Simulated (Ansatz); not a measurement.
# Electron–phonon scattering in Pb(111) film of 2 layers

Wanted: the electron–phonon coupling λ, α²F(ω) and the phonon-limited resistivity of Pb(111) film of 2 layers, on meshes from cheap to dear.

Program: Ansatz 0.2.0. Level of theory: DFT PBE, scalar-relativistic, plane waves, PAW. Results are calculated unless marked as measured.

## Step 1: Starting point

The cell holds 2 atoms: 2 Pb. Cell: a = 3.500 Å, b = 3.500 Å, c = 13.858 Å, α = 90.0°, β = 90.0°, γ = 120.0°. It derives from Pb. Vacuum lies along c.

## Step 2: Relaxing cell and atoms

Lattice constant and positions set the bands and the force constants, so the cell is relaxed first.

File input.yaml:

```yaml
crystal:
  lattice:
    - [3.50018, 0.0, 0.0]
    - [-1.75009, 3.03124, 0.0]
    - [0.0, 0.0, 13.85788]
  atoms:
    - { symbol: Pb, position: [0.0, 0.0, 0.39688599] }
    - { symbol: Pb, position: [0.33333333, 0.66666667, 0.60311401] }
  periodic: [true, true, false]
kpoints:
  mp_grid: { grid: [9, 9, 1] }
hamiltonian:
  xc: pbe
scf:
  occupations: { method: gaussian, width: 0.1 }
output:
  forces: true
  stress: true
  eigenvalues: true
  write_density: true
  write_potential: true
  elf: true
  volumetric_format: npy
relax:
  adjacent_minimum: "off"
  f_tol: 0.005
  max_steps: 80
  cell: { stress_2d_tol: 0.02 }
```

The run is started by

```bash
ansatz run input.yaml --threads 4 --pin off --max-ram 16384MiB --backend cpu --events-out ev --progress --plain --runs-dir out
```

Numbers of over 12 decimals in the logs are rounded to 6 here.

Output:

```text
Warning: crystal.periodic: the lattice vector that does not repeat stood 0.000° off the slab's normal, 13.858 Å along it as the deck builds it. The run solves the slab on a vector along the normal, 29.516 Å long, with every atom where it was (on the deck's vector they left 11.00 Å outside them, and the widest stretch free of ions among them is 2.86 Å). A fractional position that the run reports is one of the run's ce [...]
crystal.periodic: the lattice vector that does not repeat stood 0.000° off the slab's normal, 13.858 Å along it as the deck builds it. The run solves the slab on a vector along the normal, 29.516 Å long, with every atom where it was (on the deck's vector they left 11.00 Å outside them, and the widest stretch free of ions among them is 2.86 Å). A fractional position that the run reports is one of the run's cell, which [...]
Engine: ansatz 0.2.0, aarch64-unknown-linux-gnu
Pseudopotentials: kind: paw
Pseudopotential: Pb, paw, valence charge 14, recommended cutoff 420 eV (normal), Pb.paw.azcp
Functional definition: PBE
  parameter kappa = 0.804
  parameter beta = 0.066725
  exchange = pbe_x(kappa = kappa, mu = beta*pi^2/3)
  correlation = pbe_c(beta = beta)
Crystal: 2 atoms, lattice volume = 313.159 Å³
Basis set: ecut = 420 eV, 6117 PW (Γ), exchange–correlation on 48×48×400 points (8 copies of the dense FFT grid, shifted against one another)
Bands: 18, of which v1, the nominal top of the filled ones, is band 14 counted from 1 (13 counted from 0)
Symmetry: 12 space group operations
Space group: P-3m1 (ITA 164), of the structure as read, at distance tolerance 6.8e-5 Å
k-points: 12 of 81
Non-local potential: Pb, projectors of the file, l = 0: 2, l = 1: 2, l = 2: 2, l = 3: 2
PAW form: soft (Blöchl's): semilocal exchange-correlation on the pseudo side does not see the compensation charge
PAW one-centre angular grid: Pb, 590 points (default); XC on 64 Gauss nodes
Initial density: superposition of atomic densities (neutral atoms: chi_scale 0, normalization atom), corrected by the library's trained network
Initial wavefunctions: pseudopotential atomic-orbital guess
Functional: x = pbe(κ = 0.804, μ = 0.219515), c = pbe(β = 0.066725)
SCF iter   1: F=—  HF=-23812.523799 eV  |F-HF|=—  |Δ(HF+E_count)|=         —  Δρ=5.52e-4  dr2=1.73e-3  ethr=1.77e-3  ⟨swp⟩=10.7  Hψ=1665  notcnv=0
preconditioner: auto → LDOS  [insulator: Δε(μ)=0.389 eV  Ē_g=16.014 eV  σ=0.100 eV  W_gap=0.51  n_scr=16 (ndim 8)  ℏωp=11.1 eV  f_vac=0.742  D(μ)=0.92/eV (n_scr^D=6)  ε∞_Penn≈1.5  β→1.0]
SCF iter   2: F=—  HF=-23812.525980 eV  |F-HF|=—  |Δ(HF+E_count)|=   2.18e-3  Δρ=1.63e-4  dr2=2.27e-4  ethr=6.17e-6  ⟨swp⟩=3.9  Hψ=682  notcnv=0  defer=4
SCF iter   3: F=—  HF=-23812.525989 eV  |F-HF|=—  |Δ(HF+E_count)|=   8.36e-6  Δρ=1.49e-4  dr2=9.68e-5  ethr=8.12e-7  ⟨swp⟩=2.9  Hψ=423  notcnv=0  defer=4
SCF iter   4: F=—  HF=-23812.525950 eV  |F-HF|=—  |Δ(HF+E_count)|=   3.87e-5  Δρ=2.86e-5  dr2=7.34e-6  ethr=3.46e-7  ⟨swp⟩=3.0  Hψ=467  notcnv=0  defer=4
SCF iter   5: F=—  HF=-23812.525950 eV  |F-HF|=—  |Δ(HF+E_count)|=   5.56e-7  Δρ=7.54e-6  dr2=1.72e-7  ethr=2.62e-8  ⟨swp⟩=3.6  Hψ=525  notcnv=0  defer=4
iter 6 did not close the SCF: its close was put off until two iterations running show no level that it waits for move by more than its bar (scf_convergence_deferred on its scf_iter line)
SCF iter   6: F=-23812.525950 eV  HF=-23812.525950 eV  |F-HF|=1.85e-8  |Δ(HF+E_count)|=   2.61e-7  Δρ=2.17e-6  dr2=3.03e-8  ethr=3.57e-10  ⟨swp⟩=20.6  Hψ=2421  notcnv=0
SCF iter   7: F=-23812.525950 eV  HF=-23812.525950 eV  |F-HF|=4.61e-9  |Δ(HF+E_count)|=   2.65e-8  Δρ=5.63e-7  dr2=2.09e-9  ethr=1.08e-10  ⟨swp⟩=11.3  Hψ=1737  notcnv=0
SCF 1 converged in 7 iterations: F = -23812.525950 eV  dr2 = 2.09e-9
  greatest PAW one-centre occupation: 0.978 electrons in one spin orbital (limit 2), on the Pb atom at site 1 (counted from 0), in its partial waves of l = 2
relax step   1: F+E_penalty+E_count = -23812.52594982 eV  Δ(F+E_penalty+E_count) = +0.000e0 eV  max|allowed force component| = 5.502e-1 eV/Å  Δτ_max = 0.0000 Å  P = +0.066 N/m  Ω = 313.159 Å³  fix = [c, alpha, beta]  reactions: c +0.000 N/m  (7 SCF iters, dr2 threshold 1.00e-7 eV, accepted)
Crystal: 2 atoms, lattice volume = 316.183 Å³
Basis set: ecut = 420 eV, 6153 PW (Γ), exchange–correlation on 48×48×400 points (8 copies of the dense FFT grid, shifted against one another)
Initial density: handed on by an earlier stage of this run
Initial wavefunctions: those handed on with the density
iter 1 solved again at ethr=6.72e-5 eV; its pass at ethr=3.10e-3 eV (dr2=1.88e-2 eV) is discarded
SCF iter   1: F=—  HF=-23812.581876 eV  |F-HF|=—  |Δ(HF+E_count)|=         —  Δρ=2.14e-3  dr2=1.82e-2  ethr=6.72e-5  ⟨swp⟩=2.8  Hψ=1974  notcnv=0
preconditioner: auto → LDOS  [insulator: Δε(μ)=0.278 eV  Ē_g=16.259 eV  σ=0.100 eV  W_gap=0.83  n_scr=16 (ndim 8)  ℏωp=11.1 eV  f_vac=0.757  D(μ)=0.53/eV (n_scr^D=4)  ε∞_Penn≈1.5  β→1.0]
SCF iter   2: F=—  HF=-23812.577339 eV  |F-HF|=—  |Δ(HF+E_count)|=   4.54e-3  Δρ=4.78e-4  dr2=8.30e-4  ethr=6.49e-5  ⟨swp⟩=2.9  Hψ=427  notcnv=0
SCF iter   3: F=—  HF=-23812.577435 eV  |F-HF|=—  |Δ(HF+E_count)|=   9.56e-5  Δρ=1.19e-4  dr2=5.12e-5  ethr=2.96e-6  ⟨swp⟩=3.2  Hψ=489  notcnv=0
SCF iter   4: F=—  HF=-23812.577422 eV  |F-HF|=—  |Δ(HF+E_count)|=   1.27e-5  Δρ=6.95e-5  dr2=2.18e-5  ethr=1.83e-7  ⟨swp⟩=2.7  Hψ=462  notcnv=0
SCF iter   5: F=—  HF=-23812.577416 eV  |F-HF|=—  |Δ(HF+E_count)|=   5.82e-6  Δρ=1.12e-5  dr2=4.61e-7  ethr=7.79e-8  ⟨swp⟩=2.8  Hψ=427  notcnv=0
iter 6 did not close the SCF: its close was put off until two iterations running show no level that it waits for move by more than its bar (scf_convergence_deferred on its scf_iter line)
SCF iter   6: F=-23812.577416 eV  HF=-23812.577416 eV  |F-HF|=7.50e-9  |Δ(HF+E_count)|=   5.15e-8  Δρ=3.40e-6  dr2=6.82e-8  ethr=7.14e-10  ⟨swp⟩=20.2  Hψ=2576  notcnv=0
iter 7 did not close the SCF: its close was put off until two iterations running show no level that it waits for move by more than its bar (scf_convergence_deferred on its scf_iter line)
SCF iter   7: F=-23812.577416 eV  HF=-23812.577416 eV  |F-HF|=3.39e-9  |Δ(HF+E_count)|=   3.72e-8  Δρ=1.12e-6  dr2=7.99e-9  ethr=2.44e-10  ⟨swp⟩=11.2  Hψ=1906  notcnv=0
SCF iter   8: F=-23812.577416 eV  HF=-23812.577416 eV  |F-HF|=5.57e-10  |Δ(HF+E_count)|=   7.14e-9  Δρ=1.56e-7  dr2=1.62e-10  ethr=2.85e-11  ⟨swp⟩=9.8  Hψ=1753  notcnv=0
[...]
iter 7 did not close the SCF: its close was put off until two iterations running show no level that it waits for move by more than its bar (scf_convergence_deferred on its scf_iter line)
SCF iter   7: F=-23812.592389 eV  HF=-23812.592389 eV  |F-HF|=2.92e-9  |Δ(HF+E_count)|=   1.33e-8  Δρ=5.69e-7  dr2=1.23e-9  ethr=2.27e-10  ⟨swp⟩=11.0  Hψ=1929  notcnv=0
SCF iter   8: F=-23812.592389 eV  HF=-23812.592389 eV  |F-HF|=3.38e-10  |Δ(HF+E_count)|=   3.10e-9  Δρ=7.34e-8  dr2=9.45e-12  ethr=4.39e-12  ⟨swp⟩=8.6  Hψ=1640  notcnv=0
SCF 3 converged in 8 iterations: F = -23812.592389 eV  dr2 = 9.45e-12
relax step   3: F+E_penalty+E_count = -23812.59238922 eV  Δ(F+E_penalty+E_count) = -1.497e-2 eV  max|allowed force component| = 1.034e-1 eV/Å  Δτ_max = 0.0613 Å  P = +0.104 N/m  Ω = 316.746 Å³  energy of the carried Pulay correction = -9.736e-5 eV  fix = [c, alpha, beta]  reactions: c +0.000 N/m  (8 SCF iters, dr2 threshold 2.00e-7 eV, accepted)
[...]
relax step   4: F+E_penalty+E_count = -23812.59425205 eV  Δ(F+E_penalty+E_count) = -1.863e-3 eV  max|allowed force component| = 1.768e-2 eV/Å  Δτ_max = 0.0140 Å  P = +0.109 N/m  Ω = 317.522 Å³  energy of the carried Pulay correction = -1.181e-4 eV  fix = [c, alpha, beta]  reactions: c +0.000 N/m  (7 SCF iters, dr2 threshold 2.00e-7 eV, accepted)
[...]
relax step   5: F+E_penalty+E_count = -23812.59441096 eV  Δ(F+E_penalty+E_count) = -1.589e-4 eV  max|allowed force component| = 1.208e-2 eV/Å  Δτ_max = 0.0020 Å  P = -0.006 N/m  Ω = 318.745 Å³  energy of the carried Pulay correction = -1.508e-4 eV  fix = [c, alpha, beta]  reactions: c -0.000 N/m  (7 SCF iters, dr2 threshold 1.95e-8 eV, accepted)
[...]
relax step   6: F+E_penalty+E_count = -23812.59443092 eV  Δ(F+E_penalty+E_count) = -1.996e-5 eV  max|allowed force component| = 4.243e-5 eV/Å  Δτ_max = 0.0018 Å  P = -0.000 N/m  Ω = 318.795 Å³  energy of the carried Pulay correction = -1.521e-4 eV  fix = [c, alpha, beta]  reactions: c -0.000 N/m  (6 SCF iters, dr2 threshold 9.11e-9 eV, accepted)
Initial wavefunctions: pseudopotential atomic-orbital guess (no wavefunctions were taken with the density)
iter 1 solved again at ethr=4.44e-7 eV; its pass at ethr=3.10e-3 eV (dr2=1.24e-4 eV) is discarded
SCF iter   1: F=—  HF=-23812.594531 eV  |F-HF|=—  |Δ(HF+E_count)|=         —  Δρ=1.52e-5  dr2=1.11e-7  ethr=4.44e-7  ⟨swp⟩=5.4  Hψ=2638  notcnv=0
eigensolver tolerance schedule: the retry pair's looser diagonalisation over-reported the residual by 1114.55 of it (diagonalisation noise at 0.19 of the residual, at the tolerance the schedule requests for it); recorded, not acted on — ethr = c·dr2/N_el stays at c = 1.0e-1
preconditioner: auto → LDOS  [insulator: Δε(μ)=0.130 eV  Ē_g=16.142 eV  σ=0.100 eV  W_gap=0.64  n_scr=16 (ndim 8)  ℏωp=11.0 eV  f_vac=0.750  D(μ)=0.77/eV (n_scr^D=6)  ε∞_Penn≈1.5  β→1.0]
SCF iter   2: F=—  HF=-23812.594589 eV  |F-HF|=—  |Δ(HF+E_count)|=   5.77e-5  Δρ=4.30e-6  dr2=4.20e-8  ethr=3.98e-10  ⟨swp⟩=4.5  Hψ=652  notcnv=0
SCF iter   3: F=—  HF=-23812.594588 eV  |F-HF|=—  |Δ(HF+E_count)|=   8.00e-7  Δρ=8.46e-7  dr2=1.63e-9  ethr=1.50e-10  ⟨swp⟩=2.2  Hψ=385  notcnv=0
SCF iter   4: F=—  HF=-23812.594589 eV  |F-HF|=—  |Δ(HF+E_count)|=   7.34e-7  Δρ=1.44e-7  dr2=1.02e-10  ethr=5.81e-12  ⟨swp⟩=3.8  Hψ=549  notcnv=0
SCF iter   5: F=—  HF=-23812.594589 eV  |F-HF|=—  |Δ(HF+E_count)|=   5.44e-8  Δρ=5.17e-8  dr2=1.07e-11  ethr=1.00e-12  ⟨swp⟩=3.2  Hψ=437  notcnv=0
iter 6 met the thresholds in force, and the SCF goes on: an eigenvalue changes by 1.71 meV, over its tolerance of 1.00 meV (output.eigenvalues, Limitations)
SCF iter   6: F=-23812.594589 eV  HF=-23812.594589 eV  |F-HF|=9.20e-10  |Δ(HF+E_count)|=   3.03e-9  Δρ=1.35e-8  dr2=5.73e-13  ethr=1.00e-12  ⟨swp⟩=14.2  Hψ=1751  notcnv=0
SCF iter   7: F=-23812.594589 eV  HF=-23812.594589 eV  |F-HF|=1.53e-10  |Δ(HF+E_count)|=  7.64e-10  Δρ=3.04e-9  dr2=3.19e-14  ethr=1.00e-12  ⟨swp⟩=5.1  Hψ=1028  notcnv=0
SCF 7 converged in 7 iterations: F = -23812.594589 eV  dr2 = 3.19e-14
relax step   7: F+E_penalty+E_count = -23812.59458861 eV  Δ(F+E_penalty+E_count) = -1.577e-4 eV  max|allowed force component| = 4.377e-5 eV/Å  Δτ_max = 0.0000 Å  P = -0.000 N/m  Ω = 318.795 Å³  fix = [c, alpha, beta]  reactions: c -0.000 N/m  stress off target by 7.12e-7 N/m on what of the cell is left free  SCF on the basis re-selected at this cell (its energy is not comparable with the rows above)  (7 SCF iters)
basis re-selected at this cell: Δ(F+E_penalty+E_count) = -1.577e-4 eV, ΔP = +0.000 N/m vs the last step (what re-selecting the basis moved, of the pressure what is left beyond the Pulay correction that the steps carried, after the strain that the cell walked since its last selection, with what the two solves' SCF thresholds leave and, on support functions, any second-order correction that the steps lacked; it is no m [...]
WARN: The output density's exchange-correlation potential varies sharply where the density is thin. Do not read a vacuum level from v_tot or v_xc, or from such a field of the output density. On a cell that repeats whose density bears no net charge and no dipole along the vacuum's axis use v_es (v_loc + v_h of the components); under efield.dipole_correction with no amplitude use v_es + v_field, which holds any externa [...]
SCF converged after 7 iterations
an eigenvalue changed by more than its tolerance at an iteration that met the thresholds in force, so the SCF went on 1 time: the last check found none over its tolerance
Free energy (F): -23812.594589 eV
Harris-Foulkes:  -23812.594589 eV  (|F-HF|=1.53e-10)
Internal energy: -23812.590724 eV  (E = F + TS)
E sigma→0 (E₀):  -23812.592656 eV
Entropy (-TS):   -0.003865 eV (-1.932 meV/atom)
Fermi energy:    -3.793524 eV
--- Per-component energies (eV) ---
  E_band       = -481.904481
  E_kinetic    = 576.949575
  E_local      = -39916.053512  (includes V_loc(G=0)·N_el)
  E_nonlocal   = 699.076601
  E_hartree    = 19545.968586
  E_xc         = -440.580259
  E_vxc        = -263.645990  (∫ρ·V_xc dr)
  E_paw        = -20811.519024  (= ΣΔE_a)
  E_vpaw       = -670.168433  (= ΣTr[D̂ρ^β])
  E_aug_tail   = 0.000099  (compensation charges beyond the density's cutoff)
  E_ewald      = 16533.567210
  E_smearing   = -0.003865  (= −TS)
  E_closure    = -0.000000  (closes the sum)
  Σ components = -23812.594589   (vs F -23812.594589, Δ=0.00e0)
--- Forces (eV/Å), atoms counted from 1 ---
  atom   1  Pb     0.00000000     0.00000000     0.00004377
  atom   2  Pb     0.00000000    -0.00000000    -0.00004377
  max |Σ_I F_I| component: 9.25e-18 eV/Å
--- 2D stress c σ (N/m, compression-positive) ---
       -0.000001       0.000000       0.000000
       -0.000000      -0.000001       0.000000
        0.000000       0.000000      -0.000000
  P = ½ c Tr σ = -0.0000 N/m
--- Band table (eV; the first three rows and the last of 12) ---
  k-point 0: bands = [... 10 lower, -14.9350, -12.5326, -6.1510, -2.2565, -0.4020 (-0.4101°), 0.1413 (-0.0034°), 0.7517, 1.2172]
  k-point 1: bands = [... 10 lower, -14.7272, -12.3575, -5.9309, -2.1549, -0.2183 (-0.2257°), 0.0158 (0.0076°), 0.4267, 0.9347]
  k-point 2: bands = [... 10 lower, -14.1096, -11.8495, -5.3061, -3.1553, -1.3432, -0.9010 (-0.9010°), 0.2316, 0.4242]
  k-point 11: bands = [... 10 lower, -10.7850, -10.7850, -5.9103, -5.1317, -5.1317, -3.7191, -0.9533, -0.9533]
  ° read free of the cell's end (the report's vacuum.weakly_bound_levels)
--- Relaxed structure (6 steps of the walk, 6 accepted, 1 SCFs on fresh bases) ---
  F+E_penalty+E_count = -23812.59458861 eV   max|allowed force component| = 4.377e-5 eV/Å   (the final SCF, on the basis selected at the relaxed cell)
  cell:  # Å, volume = 318.7951 Å³
    - [3.531534, 0, 0]
    - [-1.765767, 3.058399, 0]
    - [0, 0, 29.515766]
  atoms:
    - { symbol: Pb, position: [3.238150502276382e-17, -2.3129646415289164e-17, 0.190195] }
    - { symbol: Pb, position: [0.333333, 0.666667, 0.279312] }
```

The job ended after 13 s (4 threads of Arm Neoverse V1, shared host; peak memory 0.6 GiB; 47 s of CPU time).

Relaxation path:

```csv
step,energy less that of the first step (eV),largest force component (eV/Å),volume (Å³)
1,0.0000,0.5502,313.16
2,-0.0515,0.3739,316.18
3,-0.0664,0.1034,316.75
4,-0.0683,0.0177,317.52
5,-0.0685,0.0121,318.74
6,-0.0685,0.0000,318.80
7*,-0.0686,0.0000,318.80
```

Relaxation steps marked * repeat the geometry before them on a plane-wave basis chosen anew for their cell, so energy and pressure can jump there.

Forces are held to the 12 operations that the run works with; a distortion that breaks them can't arise in this run.

```csv
cell as run,before,after,change
a (Å),3.500,3.532,+0.9 %
b (Å),3.500,3.532,+0.9 %
```

The atoms that moved most (Å, along periodic axes as changes of fractional coordinates times the final cell, across vacuum about the mean position):

| atom | dx | dy | dz | length |
| --- | --- | --- | --- | --- |
| Pb1 | 0.000 | 0.000 | 0.114 | 0.114 |
| Pb2 | 0.000 | 0.000 | -0.114 | 0.114 |

The relaxed structure:

```xyz
2
Lattice="3.5315 0.0000 0.0000 -1.7658 3.0584 0.0000 0.0000 0.0000 29.5158" Properties=species:S:1:pos:R:3
Pb    0.0000    0.0000    5.6138
Pb    0.0000    2.0389    8.2441
```

Numbers from this step:

```yaml
metallic_on_mesh: yes
gap_on_the_k_mesh: 0 eV
```

ELF in the ca plane at fractional y = 0.667, with atoms of Pb within 0.2 Å of it. It is the smooth field of the valence electrons, not physical close to the nuclei.

Ten even steps from '0' (0.00) to '9' (0.53), each cell a mean:
```
00000000013678776554445554321000000000000000
00000000024688777654444443210000000000000000
00000000013577766554556666531000000000000000
00000000001345665555567788874200000000000000
00000000000123444555662368997310000000000000
00000000000112334555630038998420000000000000
00000000000112344555640048997410000000000000
00000000001234555555676678985310000000000000
00000000012467666555566777753100000000000000
```
Columns run along c (16.0 Å, from fractional 0.00 to 0.54 of the cell), rows up along a (3.5 Å). Atoms in or near the plane, at fractional coordinates: Pb at (0.28, 0.33).

Electrostatic potential energy in the ca plane at fractional y = 0.667, with atoms of Pb within 0.2 Å of it. With pseudopotentials it is smooth inside the atoms' cores, unlike the true potential.

Ten even steps from '0' (-38 eV) to '9' (0 eV), each cell a mean:
```
99999999999998756789998899999999999999999999
99999999999998655789999999999999999999999999
99999999999998777889988889999999999999999999
99999999999999888898742247999999999999999999
99999999999999999998400004899999999999999999
99999999999999999997202202799999999999999999
99999999999999999998301003899999999999999999
99999999999999989998610016899999999999999999
99999999999998878899875578999999999999999999
```
Columns run along c (16.0 Å, from fractional 0.00 to 0.54 of the cell; values clipped at the 3rd and 97th percentile), rows up along a (3.5 Å). Atoms in or near the plane, at fractional coordinates: Pb at (0.28, 0.33).

Valence density in the ca plane at fractional y = 0.667, with atoms of Pb within 0.2 Å of it. It is the smooth field of the valence electrons, not physical close to the nuclei.

Values in units of 1e0 e/Å³, 5 rows by 16 columns, each cell a mean:
```
0.0 0.0 0.0 0.0 0.1 0.5 0.3 0.1 0.1 0.1 0.0 0.0 0.0 0.0 0.0 0.0
0.0 0.0 0.0 0.0 0.1 0.3 0.2 0.2 0.4 0.1 0.0 0.0 0.0 0.0 0.0 0.0
0.0 0.0 0.0 0.0 0.0 0.1 0.1 1.0 3.9 0.4 0.0 0.0 0.0 0.0 0.0 0.0
0.0 0.0 0.0 0.0 0.0 0.1 0.1 1.5 6.0 0.6 0.0 0.0 0.0 0.0 0.0 0.0
0.0 0.0 0.0 0.0 0.1 0.2 0.2 0.4 1.1 0.2 0.0 0.0 0.0 0.0 0.0 0.0
```
Columns run along c (16.0 Å, from fractional 0.00 to 0.54 of the cell), rows up along a (3.5 Å). Atoms in or near the plane, at fractional coordinates: Pb at (0.28, 0.33).

The relaxation ends with a largest force component of 4.4e-5 eV/Å.

(Part 1 of 4 ends here.)

[Logs are printed without paths, hosts, clocks, repeated set-up lines and the standing remarks that a program may print on its own settings, such as how far it seeks lower states.]

[Hosts, paths, dates, database ids (printed as entryN), source tags and the programs' standing remarks are cut or masked in the printed files.]
